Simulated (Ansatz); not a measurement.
## G0W0 on several functionals: GaN (F-43m)

One-shot GW is not self-consistent; how far does the start matter for GaN (F-43m)?

Main program and level: Ansatz 0.2.0; G0W0 on several functionals, plane waves, PAW.

In doubt: masses and optical values from hybrid runs of this build are listed as unsure (step 4), which bears on the screening that GW takes from such a start.

**1. Starting point**

Symmetry: F-43m, No. 216, cubic system. The conventional cell has a = 4.507 Å, b = 4.507 Å, c = 4.507 Å, α = 90.00°, β = 90.00°, γ = 90.00°. Nearest to Ga lie 4 N at 1.95 Å. Nearest to N lie 4 Ga at 1.95 Å. Farther neighbours and most contacts between anions are not listed.

As a file:

```cif
data_structure
_symmetry_space_group_name_H-M 'F-43m'
_symmetry_Int_Tables_number 216
_cell_length_a 4.5070
_cell_length_b 4.5070
_cell_length_c 4.5070
_cell_angle_alpha 90.000
_cell_angle_beta 90.000
_cell_angle_gamma 90.000
_cell_volume 91.55
loop_
_atom_site_label
_atom_site_type_symbol
_atom_site_symmetry_multiplicity
_atom_site_Wyckoff_symbol
_atom_site_fract_x
_atom_site_fract_y
_atom_site_fract_z
_atom_site_occupancy
Ga1 Ga 4 a 0.00000 0.00000 0.00000 1
N1 N 4 c 0.25000 0.25000 0.25000 1
```

The cell and positions are those that the Materials Project relaxed with its own functionals (PBE, PBE+U or r2SCAN), kept fixed. This is not the form that GaN usually takes at ambient conditions.

**2. G0W0 on PBE**

Now the one-shot GW correction: screening in the RPA, then the self-energy of the levels asked for. This step takes PAW set soft_1 files.

This step: G0W0 on PBE, plane waves, PAW; PAW set soft_1.

input.yaml reads:

```yaml
crystal:
  lattice:
    - [0.0, 2.2535006075, 2.2535006075]
    - [2.2535006075, 0.0, 2.2535006075]
    - [2.2535006075, 2.2535006075, 0.0]
  atoms:
    - { symbol: Ga, position: [0.0, 0.0, 0.0] }
    - { symbol: "N", position: [0.75, 0.75, 0.75] }
kpoints:
  mp_grid: { grid: [6, 6, 6] }
hamiltonian:
  xc: pbe
  pseudopotentials: { kind: paw, azcp: { folder: soft_1 } }
scf:
  occupations: { method: fixed }
gw:
  n_empty_bands: 68
  ecut_chi: 120
  qp_bands: [v2, c2]
  qp_kpoints: band_edges
  screening: { model: contour_deformation }
```

On the command line:

```
$ ansatz run input.yaml --threads 3 --pin off --max-ram 92160MiB --backend cuda --events-out ev --progress --plain --runs-dir out --devices 1 --max-vram 13GiB
```

Numbers of over 12 decimals in the logs are rounded to 6 here.

Output:

```text
GPUs: using 1 of 1 available (devices: 1).
Engine: ansatz 0.2.0, x86_64-unknown-linux-gnu
Pseudopotentials: kind: paw
Pseudopotential: Ga, paw, valence charge 13, recommended cutoff 420 eV (normal), soft_1/Ga.paw.azcp
Pseudopotential: N, paw, valence charge 5, recommended cutoff 420 eV (normal), soft_1/N.paw.azcp
Functional definition: PBE
  parameter kappa = 0.804
  parameter beta = 0.066725
  exchange = pbe_x(kappa = kappa, mu = beta*pi^2/3)
  correlation = pbe_c(beta = beta)
device memory: the entry about to start is reckoned to put 0.4 GiB on a device that reports 59.4 GiB free (of which the cap on the GPU budget leaves the run 13.0 GiB)
GPU FFT provider: cuFFT
GPU libraries: cuBLAS 13.8.2, cuFFT 12.4.0, cuSOLVER 12.3.4
Crystal: 2 atoms, lattice volume = 22.888 Å³
Basis set: ecut = 420 eV, 459 PW (Γ)
Bands: 13, of which v1, the nominal top of the filled ones, is band 9 counted from 1 (8 counted from 0)
Symmetry: 24 space group operations
Space group: F-43m (ITA 216), of the structure as read, at distance tolerance 2.8e-5 Å
k-points: 16 of 216 (time reversal used)
Non-local potential: Ga, projectors of the file, l = 0: 2, l = 1: 2, l = 2: 3, l = 3: 1
Non-local potential: N, projectors of the file, l = 0: 2, l = 1: 2, l = 2: 1
PAW form: soft (Blöchl's): semilocal exchange-correlation on the pseudo side does not see the compensation charge
PAW one-centre angular grid: Ga, 590 points (default); XC on 64 Gauss nodes
PAW one-centre angular grid: N, 110 points (default); XC on 64 Gauss nodes
Initial density: superposition of atomic densities (chi_scale 0.1, normalization cell, long waves kept (reshape's long-wave potential 0.00 eV rms))
Initial wavefunctions: pseudopotential atomic-orbital guess
GPU buffer pool allocated for 13824 grid points (all kernels)
GPU transforms: local potential and band sums: pruned to the plane-wave sphere, on 24×24×24
Functional: x = pbe(κ = 0.804, μ = 0.219515), c = pbe(β = 0.066725)
SCF iter   1: F=—  HF=-4168.580142 eV  |F-HF|=—  |Δ(HF+E_count)|=         —  Δρ=1.12e-1  dr2=2.52e0  ethr=3.10e-3  ⟨swp⟩=4.0  Hψ=971  notcnv=0  defer=23
preconditioner: auto → none  [insulator: Δε(μ)=2.563 eV  Ē_g=19.108 eV  n_scr=8 (ndim 8)  ℏωp=32.9 eV  f_vac=0.000  ε∞_Penn≈4.0]
SCF iter   2: F=—  HF=-4168.026373 eV  |F-HF|=—  |Δ(HF+E_count)|=   5.54e-1  Δρ=6.15e-2  dr2=5.31e-1  ethr=3.10e-3  ⟨swp⟩=2.1  Hψ=527  notcnv=0  defer=4
SCF iter   3: F=—  HF=-4167.903265 eV  |F-HF|=—  |Δ(HF+E_count)|=   1.23e-1  Δρ=2.05e-2  dr2=4.69e-2  ethr=2.95e-3  ⟨swp⟩=2.0  Hψ=377  notcnv=0  defer=30
SCF iter   4: F=—  HF=-4167.901265 eV  |F-HF|=—  |Δ(HF+E_count)|=   2.00e-3  Δρ=7.85e-3  dr2=6.34e-3  ethr=2.61e-4  ⟨swp⟩=2.0  Hψ=370  notcnv=0  defer=30
SCF iter   5: F=—  HF=-4167.898470 eV  |F-HF|=—  |Δ(HF+E_count)|=   2.80e-3  Δρ=7.38e-4  dr2=5.48e-5  ethr=3.52e-5  ⟨swp⟩=2.0  Hψ=376  notcnv=0  defer=30
SCF iter   6: F=—  HF=-4167.898507 eV  |F-HF|=—  |Δ(HF+E_count)|=   3.69e-5  Δρ=2.17e-4  dr2=5.40e-6  ethr=3.05e-7  ⟨swp⟩=2.0  Hψ=502  notcnv=0  defer=28
SCF iter   7: F=-4167.898508 eV  HF=-4167.898508 eV  |F-HF|=3.90e-8  |Δ(HF+E_count)|=   1.10e-6  Δρ=2.73e-5  dr2=7.23e-8  ethr=5.56e-10  ⟨swp⟩=3.8  Hψ=912  notcnv=0
SCF 1 converged in 7 iterations: F = -4167.898508 eV  dr2 = 7.23e-8
  greatest PAW one-centre occupation: 0.995 electrons in one spin orbital (limit 2), on the Ga atom at site 0 (counted from 0), in its partial waves of l = 2
device memory: the entry about to start is reckoned to put 0.5 GiB on a device that reports 60.7 GiB free (of which the cap on the GPU budget leaves the run 13.0 GiB)
NSCF: frozen V_eff on 16 k-points, pencils in batches of 32, up to order 52
the band table was solved once the SCF had ended and its energy, with any forces and stress, was formed, with the checks that follow a solve (1226 applications of the Hamiltonian). They found nothing against the state; the energy, forces and stress were not computed again (output.eigenvalues in the input reference)
device memory: the entry about to start is reckoned to put 1.3 GiB on a device that reports 60.7 GiB free (of which the cap on the GPU budget leaves the run 13.0 GiB)
NSCF: frozen V_eff on 16 k-points
G₀W₀ screening: q 1/16
[... further progress lines ...]
device memory: the entry about to start is reckoned to put 0.3 GiB on a device that reports 61.2 GiB free (of which the cap on the GPU budget leaves the run 13.0 GiB)
NSCF: frozen V_eff on 1 k-points
device memory: the entry about to start is reckoned to put 0.3 GiB on a device that reports 61.2 GiB free (of which the cap on the GPU budget leaves the run 13.0 GiB)
NSCF: frozen V_eff on 1 k-points
SCF converged after 7 iterations
Free energy (F): -4167.898508 eV
Harris-Foulkes:  -4167.898508 eV  (|F-HF|=3.90e-8)
Internal energy: -4167.898508 eV  (E = F + TS)
E sigma→0 (E₀):  -4167.898508 eV
Fermi energy:    9.643192 eV
--- Per-component energies (eV) ---
  E_band       = -5.778965
  E_kinetic    = 240.861782
  E_local      = -1414.469760  (includes V_loc(G=0)·N_el)
  E_nonlocal   = -54.737378
  E_hartree    = 894.762485
  E_xc         = -122.346110
  E_vxc        = -130.975521  (∫ρ·V_xc dr)
  E_paw        = -2124.535386  (= ΣΔE_a)
  E_vpaw       = -435.989621  (= ΣTr[D̂ρ^β])
  E_aug_tail   = 0.000814  (compensation charges beyond the density's cutoff)
  E_ewald      = -1587.434954
  E_smearing   = -0.000000  (= −TS)
  E_closure    = -0.000000  (closes the sum)
  Σ components = -4167.898508   (vs F -4167.898508, Δ=0.00e0)
--- Band table (eV; the first three rows and the last of 16) ---
  k-point 0: bands = [... 5 lower, -3.5295, 9.6432, 9.6432, 9.6432, 11.3598, 19.9572, 19.9572, 19.9572]
  k-point 1: bands = [... 5 lower, -3.5309, 7.3592, 9.3721, 9.3721, 12.9712, 18.9074, 20.3123, 20.3123]
  k-point 2: bands = [... 5 lower, -3.0440, 4.2865, 8.8919, 8.8919, 14.1041, 18.2822, 20.2797, 20.2797]
  k-point 15: bands = [... 5 lower, -1.6207, 3.8140, 6.2140, 6.2161, 14.9389, 17.5514, 20.9493, 20.9996]
--- G₀W₀: contour deformation, 6 samples at zero and on the imaginary axis and 3 off it, 216 q-points, 68 empty bands' worth ---
  eigenvalues of the whole cell's RPA ε∞ on this k-mesh (on a slab, of 1 + 4πα/V) = 6.6411, 6.6411, 6.6411; static W/v taken at q = 0 is 0.150577
  bands read: the sum over 77 bands ends inside a degenerate multiplet in 1 slot, whose members it reads at an even weight; the widest, k=12: bands 77 to 78 (counted from 1) at 1/2 each
  gw.qp_kpoints: band_edges: 8 of 16 stored k-points solved, in 1 pass; an edge of the gap read off the rows below is read off those points alone
    valence top: of the k-points left out ik 4 came nearest to being solved in a further pass, in band 8 (counted from 1, as in the quasiparticle table): it holds the edge there only if its correction is more favourable than any solved in that band by at least 0.790 eV; those differ by 0.319 eV
    conduction bottom: of the k-points left out ik 4 came nearest to being solved in a further pass, in band 10 (counted from 1, as in the quasiparticle table): it holds the edge there only if its correction is more favourable than any solved in that band by at least 1.769 eV; those differ by 0.584 eV
    ik  band        ε_KS         Σx   Σc(E_QP)       V_xc       Z   E_QP_lin       E_QP  E_QP is
     0     8      9.6432   -23.8986     3.1361   -20.2668  0.7647     9.1428     9.1475  root
     0     9      9.6432   -23.8986     3.1361   -20.2668  0.7647     9.1428     9.1475  root
     0    10     11.3598   -11.4771    -3.6547   -15.7129  0.7984    11.9465    11.9409  root
     0    11     19.9572    -7.8736    -5.3159   -13.9060  0.7907    20.6853    20.6736  root
     1     8      9.3721   -23.6003     3.1951   -19.8786  0.7640     8.8402     8.8456  root
     1     9      9.3721   -23.6003     3.1951   -19.8786  0.7640     8.8402     8.8456  root
     1    10     12.9712   -11.7743    -3.8300   -16.2814  0.7892    13.6570    13.6484  root
     1    11     18.9074    -8.2737    -5.2783   -14.2986  0.7862    19.6681    19.6540  root
     2     8      8.8919   -23.1021     3.3059   -19.2238  0.7622     8.3129     8.3197  root
     2     9      8.8919   -23.1021     3.3059   -19.2238  0.7622     8.3129     8.3197  root
     2    10     14.1041   -10.3496    -4.4380   -15.5087  0.7963    14.8358    14.8251  root
     2    11     18.2822    -8.9725    -5.5074   -15.2928  0.7606    19.1091    19.0951  root
     3     8      8.6759   -22.8716     3.3526   -18.9298  0.7612     8.0794     8.0867  root
     3     9      8.6759   -22.8716     3.3526   -18.9298  0.7612     8.0794     8.0867  root
     3    10     14.2786   -10.1039    -4.4753   -15.2776  0.8033    14.9867    14.9769  root
     3    11     18.3668    -8.9808    -5.7481   -15.5284  0.7417    19.1845    19.1663  root
     8     8      7.9095   -22.1492     3.4211   -18.0458  0.7589     7.2161     7.2273  root
     8     9      9.2389   -23.4341     3.2286   -19.6720  0.7634     8.6998     8.7054  root
     8    10     14.4204   -11.2551    -4.4069   -16.4682  0.7810    15.2413    15.2267  root
     8    11     18.3090    -9.2084    -5.1974   -15.1925  0.7826    19.1105    19.0957  root
     9     8      7.5259   -21.8250     3.5706   -17.5534  0.7550     6.8128     6.8248  root
     9     9      7.5259   -21.8250     3.5706   -17.5534  0.7550     6.8128     6.8248  root
     9    10     13.8827    -8.6682    -4.1807   -13.2368  0.8043    14.2731    14.2705  root
     9    11     16.6160   -10.1652    -4.9230   -15.9556  0.7947    17.5015    17.4834  root
    12     8      6.9421   -21.2116     3.6806   -16.8008  0.7509     6.1980     6.2118  root
    12     9      6.9421   -21.2116     3.6806   -16.8008  0.7509     6.1980     6.2118  root
    12    10     12.9932    -8.6701    -3.9258   -12.8177  0.8145    13.2158    13.2150  root
    12    11     16.3074    -9.8784    -4.7315   -15.3649  0.8028    17.0750    17.0623  root
    14     8      5.9304   -21.2116     3.9068   -16.4901  0.7407     5.0931     5.1157  root
    14     9      7.2735   -21.4482     3.5512   -17.1657  0.7550     6.5284     6.5421  root
    14    10     16.1655    -9.3431    -4.5504   -14.4192  0.7867    16.6972    16.6912  root
    14    11     17.1580   -10.6567    -5.3041   -16.9566  0.7705    18.1836    18.1539  root
```

Wall time 10 s (1 × NVIDIA H100 80GB HBM3 (shared by 6 runs) with 3 threads of AMD EPYC 7R13 (Zen 3), shared host); peak memory 0.98 GiB.

Reading the cycles: dr2 is the Hartree energy of the density residual (eV), the measure of convergence; HF is the Harris–Foulkes estimate of the energy, which meets the free energy F at convergence.

This step gave:

* bands summed: 77
* RPA ε∞ on this mesh (eigenvalues): 6.641, 6.641, 6.641
* plane waves in the screening matrix: 65
* q-points in the mesh: 216
* G0W0 gap on the mesh: 2.793 eV
* k of the valence top: 0, 0, 0
* k of the conduction bottom: 0, 0, 0
* starting gap on the mesh: 1.717 eV
* Z at the valence top: 0.7647
* Z at the conduction bottom: 0.7984
* least direct G0W0 gap on the computed points: 2.793 eV

The gap on the mesh goes from 1.72 eV to 2.79 eV, a correction of +1.08 eV. Between the two edge states, bare exchange in place of the xc potential would open the gap by 7.87 eV, and correlation takes back 6.79 eV.

**3. G0W0 on LDA**

One-shot GW remembers its start. Another functional's orbitals and levels show by how much.

This step: G0W0 on LDA, plane waves, PAW; PAW set soft_1.

Changes to input.yaml since step 2:

```diff
@@ -11,4 +11,4 @@
 hamiltonian:
-  xc: pbe
-  pseudopotentials: { kind: paw, azcp: { folder: soft_1 } }
+  xc: lda
+  pseudopotentials: { kind: paw, azcp: { folder: soft_1 }, xc_functional: pbe }
 scf:
```

Output:

```text
GPUs: using 1 of 1 available (devices: 1).
[...]
GPU FFT provider: cuFFT
GPU libraries: cuBLAS 13.8.2, cuFFT 12.4.0, cuSOLVER 12.3.4
Crystal: 2 atoms, lattice volume = 22.888 Å³
Basis set: ecut = 420 eV, 459 PW (Γ)
Bands: 13, of which v1, the nominal top of the filled ones, is band 9 counted from 1 (8 counted from 0)
[... 1 set-up line as in the run before ...]
[...]
k-points: 16 of 216 (time reversal used)
[...]
GPU buffer pool allocated for 13824 grid points (all kernels)
[...]
SCF iter   1: F=—  HF=-4082.666795 eV  |F-HF|=—  |Δ(HF+E_count)|=         —  Δρ=1.02e-1  dr2=2.08e0  ethr=3.10e-3  ⟨swp⟩=4.0  Hψ=971  notcnv=0  defer=23
[...]
SCF iter   7: F=-4082.066746 eV  HF=-4082.066747 eV  |F-HF|=1.38e-8  |Δ(HF+E_count)|=   1.11e-7  Δρ=1.83e-5  dr2=3.38e-8  ethr=5.56e-10  ⟨swp⟩=5.0  Hψ=838  notcnv=0
SCF 1 converged in 7 iterations: F = -4082.066746 eV  dr2 = 3.38e-8
[...]
NSCF: frozen V_eff on 16 k-points, pencils in batches of 32, up to order 52
[...]
NSCF: frozen V_eff on 16 k-points
G₀W₀ screening: q 1/16
[... further progress lines ...]
[...]
SCF converged after 7 iterations
Free energy (F): -4082.066746 eV
[...]
Internal energy: -4082.066746 eV  (E = F + TS)
E sigma→0 (E₀):  -4082.066746 eV
Fermi energy:    9.273131 eV
[...]
--- Band table (eV; the first three rows and the last of 16) ---
  k-point 0: bands = [... 5 lower, -3.9991, 9.2731, 9.2731, 9.2731, 11.0067, 19.3938, 19.3938, 19.3938]
  k-point 1: bands = [... 5 lower, -4.0006, 6.9913, 8.9980, 8.9980, 12.5802, 18.3471, 19.7525, 19.7525]
  k-point 2: bands = [... 5 lower, -3.4462, 3.8802, 8.5118, 8.5118, 13.6552, 17.7633, 19.7406, 19.7406]
  k-point 15: bands = [... 5 lower, -1.8983, 3.3581, 5.7963, 5.8014, 14.4736, 17.0139, 20.3788, 20.4933]
[...]
0     8      9.2731   -23.8377     3.0548   -20.4449  0.7645     8.9332     8.9351  root
     0     9      9.2731   -23.8377     3.0548   -20.4449  0.7645     8.9332     8.9351  root
     0    10     11.0067   -11.5939    -3.7269   -16.0934  0.7972    11.7896    11.7792  root
     0    11     19.3938    -7.9575    -5.4497   -14.5063  0.7908    20.5263    20.4928  root
     1     8      8.9980   -23.5371     3.1121   -20.0632  0.7639     8.6340     8.6363  root
     1     9      8.9980   -23.5371     3.1121   -20.0632  0.7639     8.6340     8.6363  root
     1    10     12.5802   -11.8256    -3.9266   -16.6346  0.7883    13.4783    13.4627  root
     1    11     18.3471    -8.3597    -5.4116   -14.8812  0.7865    19.4940    19.4569  root
[...]
14     8      5.5107   -21.1615     3.8043   -16.7737  0.7406     4.9171     4.9273  root
    14     9      6.8696   -21.3823     3.4553   -17.4101  0.7551     6.3466     6.3526  root
    14    10     15.6852    -9.4409    -4.6617   -14.9396  0.7865    16.5392    16.5222  root
    14    11     16.6574   -10.7420    -5.4353   -17.4383  0.7700    17.9737    17.9183  root
```

The job ended after 14 s (1 × NVIDIA H100 80GB HBM3 (shared by 6 runs) with 3 threads; peak memory 0.97 GiB; 7.5 s of CPU time).

Numbers from this step:

| Item | Value |
| --- | --- |
| bands summed | 77 |
| RPA ε∞ on this mesh (eigenvalues) | 6.705, 6.705, 6.705 |
| plane waves in the screening matrix | 65 |
| q-points in the mesh | 216 |
| G0W0 gap on the mesh | 2.844 eV |
| k of the valence top | 0, 0, 0 |
| k of the conduction bottom | 0, 0, 0 |
| starting gap on the mesh | 1.734 eV |
| Z at the valence top | 0.7645 |
| Z at the conduction bottom | 0.7972 |
| least direct G0W0 gap on the computed points | 2.844 eV |

Against the run with 6×6×6 mesh, 68 empty bands, screening to 120 eV, PAW set soft_1 files on PBE, the gap moves by +0.05 eV.

**4. G0W0 on HSE06**

This step: G0W0 on HSE06, plane waves, PAW; PAW set soft_1.

Changes to input.yaml since step 3:

```diff
@@ -11,4 +11,4 @@
 hamiltonian:
-  xc: lda
-  pseudopotentials: { kind: paw, azcp: { folder: soft_1 }, xc_functional: pbe }
+  xc: hse06
+  pseudopotentials: { kind: paw, azcp: { folder: soft_1 } }
 scf:
```

Output:

```text
GPUs: using 1 of 1 available (devices: 1).
[...]
davidson cushion auto → on  (no smearing: the cushion is to keep the highest requested band from converging to the state above it; pin scf.eigensolver.cushion to override)
[...]
GPU FFT provider: cuFFT
GPU libraries: cuBLAS 13.8.2, cuFFT 12.4.0, cuSOLVER 12.3.4
Crystal: 2 atoms, lattice volume = 22.888 Å³
Basis set: ecut = 420 eV, 459 PW (Γ)
[...]
1    10     13.4319   -11.0772    -3.7684   -15.3429  0.8235    13.9310    13.9293  root
     1    11     19.6794    -8.0005    -4.8819   -13.2936  0.8215    20.0924    20.0905  root
[...]
12     8      5.9053   -21.1536     3.2860   -17.7335  0.7887     5.7711     5.7713  root
    12     9      5.9053   -21.1536     3.2860   -17.7335  0.7887     5.7711     5.7713  root
    12    10     13.2562    -8.0925    -3.7932   -12.0715  0.8447    13.4421    13.4418  root
    12    11     16.9613    -9.1695    -4.4049   -14.0161  0.8379    17.4047    17.4031  root
[key lines of the parts left out:]
Free energy (F): -4168.387756 eV
Fermi energy:    8.808106 eV
```

Wall time 26 s (1 × NVIDIA H100 80GB HBM3 (shared by 6 runs) with 3 threads); peak memory 1.2 GiB; 24 s of CPU time.

Numbers from this step:

| Property | Result |
| --- | --- |
| bands summed | 77 |
| RPA ε∞ on this mesh (eigenvalues) | 4.725, 4.725, 4.725 |
| plane waves in the screening matrix | 65 |
| G0W0 gap on the mesh | 3.407 eV |
| k of the valence top | 0, 0, 0 |
| k of the conduction bottom | 0, 0, 0 |
| starting gap on the mesh | 2.961 eV |
| least direct G0W0 gap on the computed points | 3.407 eV |

Against the run with 6×6×6 mesh, 68 empty bands, screening to 120 eV, PAW set soft_1 files on LDA, the gap moves by +0.56 eV, while the start moved by +1.23 eV.

**5. The starts together**

All on the 6×6×6 mesh with 68 empty bands and screening to 120 eV. Times are wall times on 1 × NVIDIA H100 80GB HBM3 (shared by 6 runs) with 3 threads of AMD EPYC 7R13 (Zen 3), shared host, good to a factor of about two.

```tsv
start	starting gap (eV)	shift (eV)	G0W0 gap (eV)	RPA ε∞ (harmonic mean)	Z (valence, conduction)	time
PBE	1.72	+1.08	2.79	6.64	0.76, 0.80	10 s
LDA	1.73	+1.11	2.84	6.71	0.76, 0.80	14 s
HSE06	2.96	+0.45	3.41	4.72	0.80, 0.83	26 s
```

The parts of the quasiparticle energy at the two band edges (eV; QP = start + Σx + Σc − Vxc):

```tsv
run	edge	start	Σx	Σc	Vxc	Z	QP
PBE	valence top	9.64	-23.90	3.14	-20.27	0.76	9.15
PBE	conduction bottom	11.36	-11.48	-3.65	-15.71	0.80	11.94
LDA	valence top	9.27	-23.84	3.05	-20.44	0.76	8.94
LDA	conduction bottom	11.01	-11.59	-3.73	-16.09	0.80	11.78
HSE06	valence top	8.81	-23.64	2.87	-20.77	0.80	8.81
HSE06	conduction bottom	11.77	-10.86	-3.62	-14.92	0.83	12.21
```

For a hybrid start, Vxc holds its share of exact exchange.

**6. What came out**

- G0W0@PBE: 2.79 eV (start 1.72 eV)
- G0W0@LDA: 2.84 eV (start 1.73 eV)
- G0W0@HSE06: 3.41 eV (start 2.96 eV)
- known limits: not at the basis limit; no spin-orbit coupling

What this shows: The starting gaps span 1.24 eV and the G0W0 gaps 0.61 eV. Between PBE and HSE06, 0.61 eV of the 1.24 eV survives, 49 %. HSE06 screens less than PBE (ε∞ 4.72 against 6.64). Of the 0.61 eV by which its G0W0 gap is higher, the correlation part gives +0.30 eV, and exchange with the one-particle terms, which follow the orbitals, +0.31 eV. The smallest correction, +0.45 eV, is on HSE06, the start nearest to reproducing itself. Bands and cutoff are finite, so the gap is not at the basis limit. The miss can reach some tenths of an eV and take either sign; the mesh is an error of its own. The many-body steps are scalar-relativistic: spin-orbit coupling is not in them.

[Paths, hosts, dates, memory and timing lines, banners, echoed tables and standing remarks are left out of the program output.]

[Logs are printed without paths, hosts, clocks, repeated set-up lines and the standing remarks that a program may print on its own settings, such as how far it seeks lower states.]

[Runs of the session that timed out or met a known fault of the program may be left out.]

[Cells called generated may have been cut or substituted from an entry of the Crystallography Open Database or the Materials Project.]

[Hosts, paths, dates, database ids (printed as entryN), source tags and the programs' standing remarks are cut or masked in the printed files.]
